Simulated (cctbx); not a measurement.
# What is wrong with this refinement?

Cell a = 15.0920 Å, b = 22.5840 Å, c = 3.9190 Å, α = 90.00°, β = 90.00°, γ = 90.00°; space group Cmmm (no. 65).

The data are simulated with cctbx, not measured: Mo Kα, λ = 0.71073 Å, to d = 0.77 Å, 80 % of the full sphere, strongest reflection 70000 counts, noise from counting, a 3 % proportional error and a noise floor of 8 counts (s.d.); no absorption.

An anisotropic refinement with weights 1/σ² prints:

```text
Rint 0.028, 931 unique reflections to 0.77 A
cycle     R1     wR2    GooF  max shift (A)
   1  0.1011  0.2414  10.400   0.00226
   2  0.0391  0.1036   4.462   0.00001
final R1 0.0392 wR2 0.1036 GooF 4.462  parameters 42  data/parameter 22.2
atom        x        y        z      Ueq    occ   su(xyz)  su(Uiso or U11)
La1    0.50000  0.12505  0.00000   0.0017  1.000  0.00005  0.0005
La2    0.50000  0.33906  0.00000   0.0020  1.000  0.00005  0.0006
La3    0.75819  0.16850  0.00000   0.0012  1.000  0.00005  0.0004
Re1    0.00000  0.00000  0.00000   0.0185  1.000  0.00000  0.0008
La4    0.68514  0.00000  0.00000   0.0015  1.000  0.00008  0.0005
Sn1    0.85002  0.06806  0.50000   0.0021  1.000  0.00007  0.0005
In1    0.50000  0.00000  0.50000   0.0013  1.000  0.00000  0.0009
In2    0.40495  0.76622  0.50000   0.0018  1.000  0.00007  0.0005
Co1    0.65630  0.10010  0.50000   0.0018  1.000  0.00013  0.0009
difference map: max 2.97 min -14.03 rms 0.66
Q1    0.2002  0.5000  0.0000    4    2.97  0.23 A from La4
Q2    0.0000  0.3746  0.0000    4    2.91  0.01 A from La1
Q3    0.0000  0.1545  0.0000    4    2.89  0.15 A from La2
Q4    0.1363  0.0613  0.5000    8    2.70  0.26 A from Sn1
Q5    0.0711  0.0000  0.0000    4    2.54  1.07 A from Re1
Q6    0.0521  0.0318  0.0000    8    2.53  1.07 A from Re1
```

Q: Accept it or mend it, and why?

Mend it. The fault: wrong element: Re1 is La. Against the right model at the same level, R1 goes from 0.0092 to 0.0392 and GooF from 0.91 to 4.46, U of Re1 swells from 0.0028 to 0.0185 Å², U of La3 shrinks from 0.0027 to 0.0012 Å², U of La4 shrinks from 0.0031 to 0.0015 Å², U of In2 shrinks from 0.0034 to 0.0018 Å², the top difference peak, 3.0 e/Å³, lies on La4 and a hole of -14.0 e/Å³ opens. Re1 has 18 electrons too many and its U swells to shed them, as expected.

The compound is La11In5Co4Sn4. The right model at the same level gives:

```text
Rint 0.028, 931 unique reflections to 0.77 A
cycle     R1     wR2    GooF  max shift (A)
   1  0.0095  0.0222   0.954   0.00014
   2  0.0092  0.0211   0.907   0.00000
final R1 0.0092 wR2 0.0211 GooF 0.907  parameters 42  data/parameter 22.2
atom        x        y        z      Ueq    occ   su(xyz)  su(Uiso or U11)
La1    0.50000  0.12510  0.00000   0.0031  1.000  0.00001  0.0001
La2    0.50000  0.33910  0.00000   0.0035  1.000  0.00001  0.0001
La3    0.75820  0.16850  0.00000   0.0027  1.000  0.00001  0.0001
La4    0.00000  0.00000  0.00000   0.0028  1.000  0.00000  0.0001
La5    0.68520  0.00000  0.00000   0.0031  1.000  0.00002  0.0001
Sn1    0.85010  0.06802  0.50000   0.0038  1.000  0.00001  0.0001
In1    0.50000  0.00000  0.50000   0.0029  1.000  0.00000  0.0002
In2    0.40498  0.76620  0.50000   0.0034  1.000  0.00001  0.0001
Co1    0.65631  0.10020  0.50000   0.0037  1.000  0.00003  0.0002
difference map: max 0.85 min -0.65 rms 0.17
Q1    0.0000  0.2291  0.0000    4    0.90  1.54 A from La2
Q2    0.1593  0.2932  0.5000    8    0.78  1.15 A from In2
Q3    0.2311  0.0600  0.5000    8    0.75  1.24 A from Sn1
Q4    0.2392  0.4478  0.0000    8    0.73  1.43 A from La5
Q5    0.0000  0.2069  0.2534    8    0.68  1.44 A from La2
Q6    0.0390  0.0794  0.5000    8    0.66  1.69 A from Sn1
```

The model was made for the exercise: a known structure type with other elements put in, its volume estimated, not relaxed; displacement parameters are assumed.

[Middle refinement cycles are left out of these outputs.]

[Logs are printed without paths, hosts, clocks, repeated set-up lines and the standing remarks that a program may print on its own settings, such as how far it seeks lower states.]
